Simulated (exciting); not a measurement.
# RbLuO2: the Rb L₃ edge from the Bethe–Salpeter equation, part 3 of 3

Wanted: the near-edge spectrum and the bound core excitons at the Rb L₃ edge of RbLuO2.

exciting sodium; X-ray absorption, core-level Bethe-Salpeter equation, exchange and statically screened direct term, Tamm-Dancoff, all-electron LAPW+lo LDA.

So far. Step 4 (Screening, kernels and BSE for Rb atom 2): Maxima (height): -1.3 eV (0.61), 1.1 eV (1.00), 8.7 eV (0.28), 11.6 eV (0.26), 17.3 eV (0.30) and 21.2 eV (0.26). Step 5 (Independent particles): Maxima (height): 5.4 eV (0.42), 7.1 eV (0.57), 18.8 eV (0.37), 19.9 eV (0.37) and 22.6 eV (0.39); 3 lower ones aren't listed. Against the singlet run the r.m.s. difference is 73 %. Moving the earlier curve by +6.0 eV leaves 34 %. The highest maximum lies at 7.1 eV (0.57), against 1.1 eV (1.00).

### Step 6. Exchange alone

Level of this step: X-ray absorption, core-level Bethe-Salpeter equation with exchange (local fields) alone, Tamm-Dancoff, all-electron LAPW+lo LDA (exciting).

Input file input.xml:

```
<input>
  <title>RbLuO2</title>
  <structure speciespath="." autormt="false" epslat="1.0e-5">
    <crystal>
      <basevect>3.2125344113 1.8547576071 12.0627517599</basevect>
      <basevect>-3.2125344113 1.8547576071 12.0627517599</basevect>
      <basevect>0.0000000000 -3.7095152142 12.0627517599</basevect>
    </crystal>
    <species speciesfile="Lu.xml" rmt="2.240">
      <atom coord="0.5000000000 0.5000000000 0.5000000000"/>
    </species>
    <species speciesfile="Rb.xml" rmt="2.464">
      <atom coord="0.0000000000 0.0000000000 0.0000000000"/>
    </species>
    <species speciesfile="O.xml" rmt="1.866">
      <atom coord="0.7770000000 0.7770000000 0.7770000000"/>
      <atom coord="0.2230000000 0.2230000000 0.2230000000"/>
    </species>
  </structure>
  <groundstate do="skip" xctype="LDA_PW" ngridk="4 4 4" rgkmax="7" gmaxvr="14" nempty="8" swidth="0.001" maxscl="100" epsengy="1e-5"/>
  <xs xstype="BSE" ngridk="3 3 3" ngridq="3 3 3" vkloff="0.097 0.273 0.493" rgkmax="7" nempty="38" gqmax="3" lmaxapwwf="5" lmaxemat="3" broad="0.02352" tevout="true">
    <energywindow intv="64.081 65.698" points="439"/>
    <screening screentype="full" nempty="58"/>
    <BSE xas="true" xasspecies="2" xasatom="1" xasedge="L3" bsetype="RPA" nstlxas="1 34"/>
    <qpointset>
      <qpoint>0 0 0</qpoint>
    </qpointset>
    <plan>
      <doonly task="bse"/>
    </plan>
  </xs>
</input>
```

Command:

```bash
$ OMP_NUM_THREADS=2 exciting
```

Numbers of over 12 decimals in the logs are rounded to 6 here.

The program printed:

```text
| EXCITING SODIUM started for task bse ( 445)                                  =
Info(bselauncher): Init time:    2.499739
Info(bselauncher): Setting up and diagonalizing BSE Hamiltonian.
Info(bselauncher): Using momentum transfer vectors from list :   1 to  1
Info(bselauncher): Distributing qmt-points over   1 processes.
Info(bselauncher): BSE type: RPA
Info(bselauncher): Momentum transfer list index: iqmt=  1
Info(bselauncher): Momentum transfer: vqmtl=   0.000   0.000   0.000
Info(bse): Inspecting occupations...
Info(setranges_modxs): Number of non-reduced k-points:       27
[...]
Info(setup_bse_block): Setting up RR part of hamiltonian
Info(setup_bse_block): Using RPA approximation
Info(bse): Diagonalizing RR Hamiltonian (TDA)
Info(bse): Invoking Lapack routine ZHEEVR
      3672 eigen solutions found in the interval:
         i1=       1 i2=    3672
Info(bse): Writing excition energies and oscillator strengths to text file.
Info(makespectrum_dist): Making spectrum using formula for coupling with time reversed AR basis.
Info(makespectrum_dist): Using formalism for vanishing momentum transfer.
Info(writederived): Writing quantities derived from the macroscopic dielectric function.
Info(bselauncher): Spectrum finished for iqmt=  1
Info(bselauncher): All done for BSE type RPA
```

The job ended after 50 s (2 threads of Arm Neoverse V1, shared host).

Maxima (height): 5.4 eV (0.42), 7.1 eV (0.57), 18.8 eV (0.37), 19.9 eV (0.37) and 22.6 eV (0.39); 3 lower ones aren't listed. The spectrum is that of the independent-particle run within 1 %.

### Step 7. Direct term alone

input.xml, as its differences from that of step 6:

```diff
@@ -23,3 +23,3 @@
     <screening screentype="full" nempty="58"/>
-    <BSE xas="true" xasspecies="2" xasatom="1" xasedge="L3" bsetype="RPA" nstlxas="1 34"/>
+    <BSE xas="true" xasspecies="2" xasatom="1" xasedge="L3" bsetype="triplet" nstlxas="1 34"/>
     <qpointset>
```

Command:

```bash
$ OMP_NUM_THREADS=2 exciting
```

The program printed:

```text
| EXCITING SODIUM started for task bse ( 445)                                  =
Info(bselauncher): Init time:    2.479704
Info(bselauncher): Setting up and diagonalizing BSE Hamiltonian.
Info(bselauncher): Using momentum transfer vectors from list :   1 to  1
Info(bselauncher): Distributing qmt-points over   1 processes.
Info(bselauncher): BSE type: triplet
Info(bselauncher): Momentum transfer list index: iqmt=  1
Info(bselauncher): Momentum transfer: vqmtl=   0.000   0.000   0.000
Info(bse): Inspecting occupations...
[...]
Info(setup_bse_block): Setting up RR part of hamiltonian
Info(setup_bse_block): Triplet spin state
Info(bse): Diagonalizing RR Hamiltonian (TDA)
Info(bse): Invoking Lapack routine ZHEEVR
      3672 eigen solutions found in the interval:
         i1=       1 i2=    3672
Info(bse): Writing excition energies and oscillator strengths to text file.
Info(makespectrum_dist): Making spectrum using formula for coupling with time reversed AR basis.
Info(makespectrum_dist): Using formalism for vanishing momentum transfer.
Info(writederived): Writing quantities derived from the macroscopic dielectric function.
Info(bselauncher): Spectrum finished for iqmt=  1
Info(bselauncher): All done for BSE type triplet
```

The job ended after 50 s (2 threads).

Maxima (height): -1.3 eV (0.61), 1.1 eV (1.00), 8.7 eV (0.28), 17.3 eV (0.30) and 21.2 eV (0.26); 1 lower ones aren't listed. The spectrum is that of the singlet run within 1 %.

### Step 8. From independent particles to the full kernel

```
      level  curve passes 0.15 (eV)  highest maximum (eV)  its height
         IP                     1.8                   7.1        0.57
        RPA                     1.8                   7.1        0.57
direct only                    -2.6                   1.1        1.00
    singlet                    -2.6                   1.1        1.00
```

```
E (eV)    IP   RPA  direct only  singlet
  -6.0  0.01  0.01         0.03     0.03
  -5.0  0.01  0.01         0.04     0.04
  -4.0  0.01  0.01         0.06     0.06
  -3.0  0.01  0.01         0.11     0.11
  -2.0  0.02  0.02         0.32     0.32
  -1.0  0.03  0.03         0.56     0.56
   0.0  0.06  0.06         0.51     0.51
   1.0  0.13  0.13         1.00     0.99
   2.0  0.15  0.15         0.62     0.62
   3.0  0.21  0.21         0.47     0.47
   4.0  0.31  0.31         0.45     0.45
   5.0  0.40  0.40         0.38     0.38
   6.0  0.42  0.42         0.27     0.27
   7.0  0.57  0.57         0.26     0.26
   8.0  0.46  0.46         0.27     0.27
   9.0  0.41  0.41         0.27     0.27
  10.0  0.35  0.35         0.24     0.24
  11.0  0.35  0.35         0.23     0.23
  12.0  0.27  0.27         0.25     0.25
  13.0  0.33  0.33         0.21     0.21
  14.0  0.32  0.32         0.19     0.19
  15.0  0.31  0.31         0.18     0.18
  16.0  0.23  0.23         0.24     0.24
  17.0  0.22  0.22         0.30     0.30
  18.0  0.30  0.30         0.28     0.28
  19.0  0.36  0.36         0.26     0.26
  20.0  0.37  0.37         0.23     0.23
  21.0  0.32  0.32         0.26     0.26
  22.0  0.37  0.37         0.24     0.24
  23.0  0.38  0.38         0.20     0.20
  24.0  0.38  0.39         0.17     0.17
```

### Step 9. Summary of results

```
absorber and edge   : Rb L₃, atom 2
surroundings        : 6 O at 2.88 Å (6-fold, site symmetry -3m)
first bright state  : -1.50 eV from the Kohn–Sham onset, on this mesh
highest maximum     : 1.1 eV
cost of the BSE run : 25 min on 2 MPI ranks of Arm Neoverse V1, shared host; the last task ran on as many threads
```

**Reading.** Is a core exciton bound? Yes on this mesh: the first bright state (over 5 % of the brightest) lies at -1.50 eV from the Kohn–Sham onset and at -1.72 eV from the lowest bare transition of its own mesh. Exchange alone changes the independent-particle spectrum by 0.1 % r.m.s. Leaving exchange out of the full kernel changes the spectrum by 0.1 % r.m.s. Binding energies aren't converged on 27 k points, and fine structure above the first lines is partly noise of the mesh. Exchange and the short-range direct term aren't converged in the kernel cutoff. The zero comes from the unshifted 4×4×4 ground-state mesh; it is exact only where the band minimum lies on that mesh. The conduction states carry no spin here, so the exchange coupling to the spinor core hole is only partly held. This core level is treated alone, with no coupling to its spin–orbit partner. The Kohn–Sham onset, 1756 eV, is no photon energy (tabulated edge of the element: 1804 eV): the scale needs a rigid shift. Bands and screening come from semilocal DFT, whose small gap overscreens. Vibrations and energy-dependent lifetimes are left out. The structure is a published determination, not relaxed.

[Banner, clock and machine lines of the logs are left out without a mark of their own.]

[Logs are printed without paths, hosts, clocks, repeated set-up lines and the standing remarks that a program may print on its own settings, such as how far it seeks lower states.]

[Hosts, paths, dates, database ids (printed as entryN), source tags and the programs' standing remarks are cut or masked in the printed files.]
